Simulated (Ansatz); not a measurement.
# (BeTe)2(CuCl)2 [001] superlattice, started as zinc blende: the cell at rest

Wanted: the relaxed cell of (BeTe)2(CuCl)2 [001] superlattice, started as zinc blende.

Method: DFT LDA, scalar-relativistic, plane waves, PAW, in Ansatz 0.2.0.

The structure was built from a prototype and need not be the compound's stable phase.

## Step 1: The starting structure

The structure is orthorhombic, space group Pmm2 (No. 25). The conventional cell has a = 3.903 Å, b = 3.903 Å, c = 11.040 Å, α = 90.00°, β = 90.00°, γ = 90.00°. Be has 2 Cl at 2.39 Å and 2 Te at 2.39 Å nearest. Nearest to Be lie 4 Te at 2.39 Å. Cl has 4 Cu at 2.39 Å nearest. Cl has 2 Be at 2.39 Å and 2 Cu at 2.39 Å nearest. Nearest to Cu lie 2 Te at 2.39 Å and 2 Cl at 2.39 Å. Nearest to Cu lie 4 Cl at 2.39 Å. Farther neighbours and most contacts between anions are not listed.

## Step 2: A coarse first look

First a cheap look: the gap decides the mesh and the occupations, the pressure tells how far the cell has to move.

File input.yaml:

```yaml
crystal:
  lattice:
    - [2.76, 2.76, 0.0]
    - [-2.76, 2.76, 0.0]
    - [0.0, 0.0, 11.04]
  atoms:
    - { symbol: Be, position: [0.0, 0.0, 0.0] }
    - { symbol: Be, position: [0.5, 0.5, 0.25] }
    - { symbol: Cl, position: [0.5, 0.0, 0.625] }
    - { symbol: Cl, position: [1.0, 0.5, 0.875] }
    - { symbol: Cu, position: [0.0, 0.0, 0.5] }
    - { symbol: Cu, position: [0.5, 0.5, 0.75] }
    - { symbol: Te, position: [0.5, 0.0, 0.125] }
    - { symbol: Te, position: [1.0, 0.5, 0.375] }
kpoints:
  mp_grid: { grid: [6, 6, 2] }
hamiltonian:
  xc: lda
scf:
  occupations: { method: gaussian, width: 0.1 }
output:
  forces: true
  stress: true
  eigenvalues: true
```

On the command line:

```console
> ansatz run input.yaml --threads 4 --pin off --max-ram 14336MiB --backend cpu --events-out ev --progress --plain --runs-dir out
```

Numbers of over 12 decimals in the logs are rounded to 6 here.

The program printed:

```text
Engine: ansatz 0.2.0, aarch64-unknown-linux-gnu
Pseudopotentials: kind: paw
Pseudopotential: Be, paw, valence charge 2, recommended cutoff 420 eV (normal), Be.paw.azcp
Pseudopotential: Cl, paw, valence charge 7, recommended cutoff 420 eV (normal), Cl.paw.azcp
Pseudopotential: Cu, paw, valence charge 19, recommended cutoff 420 eV (normal), Cu.paw.azcp
[...]
k-point 0: bands = [... 40 lower, 6.3226, 7.1201, 7.2533, 8.0831, 8.2654, 9.1922, 9.7361, 10.3455, ... 5 higher]
  k-point 1: bands = [... 40 lower, 6.4256, 6.8401, 7.1364, 8.2109, 8.4103, 9.6080, 9.6847, 9.9925, ... 5 higher]
  k-point 2: bands = [... 40 lower, 6.2198, 6.8708, 7.2156, 7.4467, 8.7378, 9.6583, 10.4593, 10.6107, ... 5 higher]
  k-point 31: bands = [... 40 lower, 5.8356, 6.0597, 6.1132, 6.2540, 9.1916, 9.9989, 10.1371, 10.8878, ... 5 higher]
[key lines of the parts left out:]
SCF converged after 11 iterations
Free energy (F): -29032.512497 eV
Fermi energy:    8.422326 eV
P = ⅓ Tr σ = -2.5405 GPa (-25.405 kbar)
```

Elapsed: 11 s, on 4 threads of Arm Neoverse V1, shared host; peak memory 0.57 GiB.

This step gave:

```
pressure          : -2.541 GPa
volume per atom   : 21.02 Å³
gap on the k-mesh : 0 eV
```

The coarse mesh shows no gap and a pressure of -2.5 GPa.

## Step 3: Rough relaxation

A rough relaxation comes first, because large forces or stress need no tight tolerances yet.

Changes to input.yaml since step 2:

```diff
@@ -24 +24,6 @@
   eigenvalues: true
+relax:
+  adjacent_minimum: "off"
+  f_tol: 0.05
+  max_steps: 80
+  cell: { stress_tol: 0.5 }
```

The program printed:

```text
[...]
Crystal: 8 atoms, lattice volume = 168.197 Å³
Basis set: ecut = 420 eV, 3341 PW (Γ)
Bands: 53, of which v1, the nominal top of the filled ones, is band 44 counted from 1 (43 counted from 0)
Symmetry: 4 space group operations
[...]
k-points: 32 of 72
[...]
- [-2.782939, 2.782939, 0]
    - [0, 0, 10.373612]
  atoms:
    - { symbol: Be, position: [0, 0, -0.018518] }
    - { symbol: Be, position: [0.500000, 0.5, 0.248516] }
    - { symbol: Cl, position: [0.5, 0, 0.647747] }
    - { symbol: Cl, position: [1.0, 0.500000, 0.875284] }
    - { symbol: Cu, position: [0, 0, 0.516416] }
    - { symbol: Cu, position: [0.500000, 0.5, 0.745486] }
    - { symbol: Te, position: [0.5, 0, 0.108526] }
    - { symbol: Te, position: [1.0, 0.500000, 0.376543] }
[key lines of the parts left out:]
SCF converged after 6 iterations
Free energy (F): -29032.911693 eV
Fermi energy:    9.157890 eV
P = ⅓ Tr σ = -0.0583 GPa (-0.583 kbar)
```

Run time: 65 s. Hardware: 4 threads; peak memory 0.62 GiB; 4.1 min of CPU time.

The steps of the relaxation:

```tsv
step	energy less that of the first step (eV)	largest force component (eV/Å)	pressure (GPa)	volume (Å³)
1	0.0000	0.9132	-2.54	168.20
2	-0.2964	0.5374	-0.85	161.22
3	-0.3889	0.1493	0.40	156.85
4	-0.3987	0.1228	-0.08	157.72
5	-0.4013	0.0341	-0.06	157.89
6*	-0.3992	0.0339	-0.06	157.89
```

Relaxation steps marked * repeat the geometry before them on a plane-wave basis chosen anew for their cell, so energy and pressure can jump there.

The run keeps the 4 symmetry operations that it works with, so distortions that break them were not tested.

```tsv
conventional cell, symmetrised	before	after	change
a (Å)	3.903	3.867	-0.9 %
b (Å)	3.903	3.936	+0.8 %
c (Å)	11.040	10.374	-6.0 %
volume (Å³/atom)	21.02	19.74	-6.1 %
```

The atoms that moved most (Å, as changes of fractional coordinates times the final cell):

```tsv
atom	dx	dy	dz	length
Cl3	0.000	0.000	0.236	0.236
Be1	0.000	0.000	-0.192	0.192
Te7	0.000	0.000	-0.171	0.171
Cu5	0.000	0.000	0.170	0.170
Cu6	0.000	0.000	-0.047	0.047
Te8	0.000	0.000	0.016	0.016
Be2	0.000	0.000	-0.015	0.015
```

This step gave:

- pressure: -0.05834 GPa
- volume per atom: 19.74 Å³

In this step the volume went from 21.02 to 19.74 Å³/atom.

## Step 4: Relaxation

The cell and atoms are relaxed, since residual forces and stress would shift the frequencies.

File input.yaml:

```yaml
crystal:
  lattice:
    - [2.7345546278, 2.7345546278, 0.0]
    - [-2.7829390716, 2.7829390716, 0.0]
    - [0.0, 0.0, 10.3736121072]
  atoms:
    - { symbol: Be, position: [0.0, 0.0, -0.0185183533] }
    - { symbol: Be, position: [0.5, 0.5, 0.248516433] }
    - { symbol: Cl, position: [0.5, 0.0, 0.6477474888] }
    - { symbol: Cl, position: [1.0, 0.5, 0.875283593] }
    - { symbol: Cu, position: [0.0, 0.0, 0.5164160784] }
    - { symbol: Cu, position: [0.5, 0.5, 0.7454858418] }
    - { symbol: Te, position: [0.5, 0.0, 0.1085260258] }
    - { symbol: Te, position: [1.0, 0.5, 0.3765428925] }
kpoints:
  mp_grid: { grid: [10, 10, 4] }
hamiltonian:
  xc: lda
scf:
  occupations: { method: gaussian, width: 0.1 }
output:
  forces: true
  stress: true
  eigenvalues: true
  write_density: true
  write_potential: true
  elf: true
  volumetric_format: npy
relax:
  adjacent_minimum: "off"
  f_tol: 0.005
  max_steps: 80
  cell: { stress_tol: 0.05 }
```

The program printed:

```text
[...]
Crystal: 8 atoms, lattice volume = 157.888 Å³
Basis set: ecut = 420 eV, 3115 PW (Γ)
Bands: 53, of which v1, the nominal top of the filled ones, is band 44 counted from 1 (43 counted from 0)
Symmetry: 4 space group operations
[...]
k-points: 108 of 400 (time reversal used)
[...]
SCF iter   1: F=—  HF=-29032.979303 eV  |F-HF|=—  |Δ(HF+E_count)|=         —  Δρ=1.15e-2  dr2=2.68e-1  ethr=1.77e-3  ⟨swp⟩=9.6  Hψ=25682  notcnv=0
[...]
SCF iter  15: F=-29032.919101 eV  HF=-29032.919101 eV  |F-HF|=1.76e-8  |Δ(HF+E_count)|=   1.97e-8  Δρ=3.26e-6  dr2=1.99e-8  ethr=1.14e-10  ⟨swp⟩=8.8  Hψ=34005  notcnv=0
SCF 1 converged in 15 iterations: F = -29032.919101 eV  dr2 = 1.99e-8
[...]
relax step   1: F+E_penalty+E_count = -29032.91910067 eV  Δ(F+E_penalty+E_count) = +0.000e0 eV  max|allowed force component| = 2.863e-2 eV/Å  Δτ_max = 0.0000 Å  P = -0.074 GPa  Ω = 157.888 Å³  (15 SCF iters, dr2 threshold 1.00e-7 eV, accepted)
Crystal: 8 atoms, lattice volume = 157.697 Å³
[...]
SCF iter   6: F=-29032.919376 eV  HF=-29032.919376 eV  |F-HF|=3.33e-8  |Δ(HF+E_count)|=   2.67e-8  Δρ=5.70e-6  dr2=3.59e-8  ethr=6.59e-11  ⟨swp⟩=10.3  Hψ=38375  notcnv=0
SCF 2 converged in 6 iterations: F = -29032.919376 eV  dr2 = 3.59e-8
relax step   2: F+E_penalty+E_count = -29032.91937597 eV  Δ(F+E_penalty+E_count) = -2.753e-4 eV  max|allowed force component| = 2.467e-2 eV/Å  Δτ_max = 0.0023 Å  P = -0.002 GPa  Ω = 157.697 Å³  energy of the carried Pulay correction = +4.472e-5 eV  (6 SCF iters, dr2 threshold 5.80e-8 eV, accepted)
Crystal: 8 atoms, lattice volume = 157.572 Å³
[...]
SCF iter   6: F=-29032.919550 eV  HF=-29032.919550 eV  |F-HF|=1.76e-9  |Δ(HF+E_count)|=   1.27e-8  Δρ=2.39e-6  dr2=8.30e-9  ethr=4.32e-11  ⟨swp⟩=9.1  Hψ=37257  notcnv=0
SCF 3 converged in 6 iterations: F = -29032.919550 eV  dr2 = 8.30e-9
relax step   3: F+E_penalty+E_count = -29032.91955022 eV  Δ(F+E_penalty+E_count) = -1.743e-4 eV  max|allowed force component| = 1.521e-2 eV/Å  Δτ_max = 0.0043 Å  P = +0.024 GPa  Ω = 157.572 Å³  energy of the carried Pulay correction = +7.396e-5 eV  (6 SCF iters, dr2 threshold 3.80e-8 eV, accepted)
[...]
relax step   4: F+E_penalty+E_count = -29032.91956414 eV  Δ(F+E_penalty+E_count) = -1.392e-5 eV  max|allowed force component| = 1.351e-2 eV/Å  Δτ_max = 0.0054 Å  P = -0.022 GPa  Ω = 157.644 Å³  energy of the carried Pulay correction = +5.702e-5 eV  (7 SCF iters, dr2 threshold 1.45e-8 eV, accepted)
[...]
relax step   5: F+E_penalty+E_count = -29032.91960616 eV  Δ(F+E_penalty+E_count) = -4.202e-5 eV  max|allowed force component| = 4.335e-3 eV/Å  Δτ_max = 0.0035 Å  P = +0.003 GPa  Ω = 157.576 Å³  energy of the carried Pulay correction = +7.293e-5 eV  (6 SCF iters, dr2 threshold 1.14e-8 eV, accepted)
[...]
SCF iter   8: F=-29032.919534 eV  HF=-29032.919534 eV  |F-HF|=1.82e-11  |Δ(HF+E_count)|=  5.09e-11  Δρ=9.29e-8  dr2=1.01e-11  ethr=1.00e-12  ⟨swp⟩=6.8  Hψ=28265  notcnv=0
SCF 6 converged in 8 iterations: F = -29032.919534 eV  dr2 = 1.01e-11
relax step   6: F+E_penalty+E_count = -29032.91953449 eV  Δ(F+E_penalty+E_count) = +7.166e-5 eV  max|allowed force component| = 4.330e-3 eV/Å  Δτ_max = 0.0000 Å  P = +0.003 GPa  Ω = 157.576 Å³  stress off target by 9.87e-3 GPa  SCF on the basis re-selected at this cell (its energy is not comparable with the rows above)  (8 SCF iters)
[...]
SCF converged after 8 iterations
Free energy (F): -29032.919534 eV
[...]
Internal energy: -29032.916859 eV  (E = F + TS)
E sigma→0 (E₀):  -29032.918197 eV
Entropy (-TS):   -0.002676 eV (-0.334 meV/atom)
Fermi energy:    9.197296 eV
[...]
--- Forces (eV/Å), atoms counted from 1 ---
  atom   1  Be     0.00000000     0.00000000    -0.00015201
  atom   2  Be    -0.00000000    -0.00000000     0.00131279
  atom   3  Cl    -0.00000000     0.00000000    -0.00433183
  atom   4  Cl    -0.00000000    -0.00000000     0.00296205
  atom   5  Cu     0.00000000     0.00000000    -0.00080679
  atom   6  Cu     0.00000000     0.00000000    -0.00042173
  atom   7  Te     0.00000000    -0.00000000    -0.00085503
  atom   8  Te    -0.00000000     0.00000000     0.00227519
  max |Σ_I F_I| component: 1.74e-5 eV/Å
--- Stress (GPa, compression-positive) ---
        0.002856      -0.007013      -0.000000
       -0.007013       0.002856       0.000000
       -0.000000       0.000000       0.004407
  P = ⅓ Tr σ = 0.0034 GPa (0.034 kbar)
--- Band table (eV; the first three rows and the last of 108) ---
  k-point 0: bands = [... 40 lower, 6.9258, 7.9879, 8.0041, 8.9643, 9.0833, 9.9446, 10.5264, 11.0922, ... 5 higher]
  k-point 1: bands = [... 40 lower, 7.0445, 7.8224, 7.9245, 8.9334, 9.2370, 10.1135, 10.5030, 11.0838, ... 5 higher]
  k-point 2: bands = [... 40 lower, 7.1964, 7.6763, 7.8451, 8.9024, 9.3259, 10.3978, 10.4489, 11.0352, ... 5 higher]
  k-point 107: bands = [... 40 lower, 6.6440, 6.9055, 6.9709, 7.0474, 10.7290, 10.9225, 11.5969, 12.0040, ... 5 higher]
--- Relaxed structure (5 steps of the walk, 5 accepted, 1 SCFs on fresh bases) ---
[...]
cell:  # Å, volume = 157.5764 Å³
    - [2.737769, 2.737769, 0]
    - [-2.783674, 2.783674, 0]
    - [0, 0, 10.338225]
  atoms:
    - { symbol: Be, position: [0, 0, -0.019073] }
    - { symbol: Be, position: [0.5, 0.500000, 0.248455] }
    - { symbol: Cl, position: [0.500000, 0, 0.647685] }
    - { symbol: Cl, position: [1.0, 0.5, 0.874977] }
    - { symbol: Cu, position: [0, 0, 0.516701] }
    - { symbol: Cu, position: [0.5, 0.500000, 0.746630] }
    - { symbol: Te, position: [0.500000, 0, 0.108076] }
    - { symbol: Te, position: [1.0, 0.5, 0.376549] }
```

Wall time 3.6 min (4 threads); peak memory 0.94 GiB; 14 min of CPU time.

The steps of the relaxation:

```tsv
step	energy less that of the first step (eV)	largest force component (eV/Å)	pressure (GPa)	volume (Å³)
1	0.0000	0.0286	-0.07	157.89
2	-0.0003	0.0247	0.00	157.70
3	-0.0004	0.0152	0.02	157.57
4	-0.0005	0.0135	-0.02	157.64
5	-0.0005	0.0043	0.00	157.58
6*	-0.0004	0.0043	0.00	157.58
```

Relaxation steps marked * repeat the geometry before them on a plane-wave basis chosen anew for their cell, so energy and pressure can jump there.

Forces are held to the 4 operations that the run works with; a distortion that breaks them can't arise in this run.

```tsv
conventional cell, symmetrised	before	after	change
a (Å)	3.867	3.872	+0.1 %
b (Å)	3.936	3.937	+0.0 %
c (Å)	10.374	10.338	-0.3 %
volume (Å³/atom)	19.74	19.70	-0.2 %
```

The atoms that moved most (Å, as changes of fractional coordinates times the final cell):

```tsv
atom	dx	dy	dz	length
Cu6	0.000	0.000	0.012	0.012
Be1	0.000	0.000	-0.006	0.006
```

Numbers from this step:

- pressure: 0.003373 GPa
- volume per atom: 19.70 Å³

Electrostatic potential energy in the ac plane at fractional y = 0.000, with atoms of Be and Cl and Cu and Te within 0.2 Å of it. With pseudopotentials it is smooth inside the atoms' cores, unlike the true potential.

Values in eV, 24 rows by 14 columns, each cell a mean:
```
-43 -34 -13   3   7   8   8   8   8   8   6   0 -20 -38
-19 -13  -1   6   9  10  11  11  11  10   8   4  -5 -15
  3   4   7   9  10  11  11  12  11  11  10   8   6   4
  9   9  10  11  11  12  12  12  12  11  11  10  10   9
 11  11  11  11  12  12  11  11  11  12  11  11  11  11
 12  12  12  11  11  10   9   8   9  10  11  12  12  12
 12  12  11  10   6  -3 -12 -16 -10   1   8  11  12  12
 11  11  10   7  -5 -30 -41 -43 -40 -22   0   8  11  11
  9   9   9   6  -9 -35 -44 -44 -43 -28  -3   7   9   9
-12  -7   2   5   1 -15 -28 -32 -26  -9   3   5  -1  -9
-41 -37 -20   0   7   6   3   2   4   7   6  -5 -27 -39
-44 -44 -29  -4   8  11  11  11  11  10   6 -11 -37 -44
-37 -31 -13   4  10  12  13  13  13  12   9   0 -20 -33
 -2   2   7  10  12  13  13  13  13  13  12  10   5   0
 11  11  12  12  13  13  13  13  13  13  13  12  12  11
 12  13  13  13  13  13  13  13  13  13  13  13  13  13
 13  13  13  13  13  12  12  12  12  12  13  13  13  13
 13  12  12  12  11  11  10  10  10  11  12  12  12  12
 12  12  11  10   8   4   1   0   2   5   8  10  12  12
 11  11   9   5  -4  -9  -6  -4  -7  -8  -1   7  10  11
 11  10   7  -2 -10   6  13  13  12   0 -10   2   8  10
  8   8   5  -4  -9  10  13  13  13   5 -10   0   7   8
 -4  -1   3   1  -8  -6   3   6   1  -9  -6   2   2  -2
-35 -26  -8   3   3  -2  -6  -7  -5   0   3   1 -14 -29
```
Columns run along a (3.9 Å; values clipped at the 3rd and 97th percentile), rows up along c (10.3 Å). Atoms in or near the plane, at fractional coordinates: Be at (0.00, 0.98), Cl at (0.50, 0.65), Cu at (0.00, 0.52), Te at (0.50, 0.11).

[end of part 1 of 2]

[Logs are printed without paths, hosts, clocks, repeated set-up lines and the standing remarks that a program may print on its own settings, such as how far it seeks lower states.]

[Hosts, paths, dates, database ids (printed as entryN), source tags and the programs' standing remarks are cut or masked in the printed files.]
